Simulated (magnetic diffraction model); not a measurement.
**Cr2CdTeO3: what an assumed order does to the neutron pattern**

Space group Cm (no. 8), a = 11.2010 Å, b = 3.0130 Å, c = 5.2110 Å, β = 117.56°.

| site | atom | x | y | z |
| --- | --- | --- | --- | --- |
| 2a | Te | 0.6303 | 0 | 0.9683 |
| 2a | Cd | 0.9911 | 0 | 0.9923 |
| 2a | Cr | 0.7698 | 1/2 | 0.3334 |
| 2a | Cr | 0.7463 | 0 | 0.6844 |
| 2a | O | 0.6168 | 1/2 | 0.4288 |
| 2a | O | 0.8902 | 0 | 0.5561 |
| 2a | O | 0.8574 | 1/2 | 0.0111 |

The compound is invented for this exercise: a known structure type with other elements, its cell scaled to their sizes and not relaxed.

Only Cr is taken to order (form factors of Cr3+); orders and moment sizes are assumed, and not adapted to the symmetry. Radiation: neutrons of λ = 2.36 Å (absorption by Cd left out), 8° to 65°; isotropic B of 0.42 Å² (Te), 0.39 Å² (Cd), 0.49 Å² (Cr) and 0.92 Å² (O). Simulated constant-wavelength pattern: nuclear and magnetic terms add, the magnetic one as |2.695 fm × Σ f S⊥ exp(2πi Q·r) exp(−B s²)|², summed over all Q at one angle with the factor 1/(sin²θ cos θ). For collinear order S is the moment m, which repeats by lattice and centring translations R with the sign exp(−2πi k·R). Free-ion form factors, Sears's scattering lengths of 1992, no absorption; a label names one of the reflections at its angle. The strongest nuclear line in the range is 100, and lines under 0.2 are left out.

Assume the order k = (0 0 0), collinear moments along [001], 2.69 μB on Cr; signs + at (0.7698, 1/2, 0.3334), − at (0.7463, 0, 0.6844).

Predict the pattern, nuclear and magnetic parts apart.

```tsv
2θ (°)	index	nuclear	magnetic
27.50	(2 0 0)	3.1	1.8
29.60	(0 0 1)	2.7	12.0
29.67	(2 0 -1)	20.0	13.8
48.32	(1 1 0)	10.4	39.3
49.90	(2 0 1)	1.4	8.5
50.03	(4 0 -1)	3.4	12.4
53.79	(1 1 -1)	0.1	3.2
53.86	(2 0 -2)	0.5	0.0
56.76	(4 0 0)	13.9	1.0
61.42	(1 1 1)	100.0	4.1
61.44	(0 0 2)	45.2	1.3
61.50	(3 1 -1)	71.6	0.9
61.60	(4 0 -2)	49.5	0.7
63.96	(3 1 0)	22.6	16.0
```

The strongest magnetic line in the range is (1 1 0) at 48.32° (39.3). On top of the Lorentz factor, which all lines share, magnetic lines fade with angle because f falls: for Cr3+ it is 0.90, 0.67, 0.42 and 0.11 at sin θ/λ = 0.1, 0.2, 0.3 and 0.5 Å⁻¹, while nuclear lengths stay constant. The order has no net moment.

[Logs are printed without paths, hosts, clocks, repeated set-up lines and the standing remarks that a program may print on its own settings, such as how far it seeks lower states.]
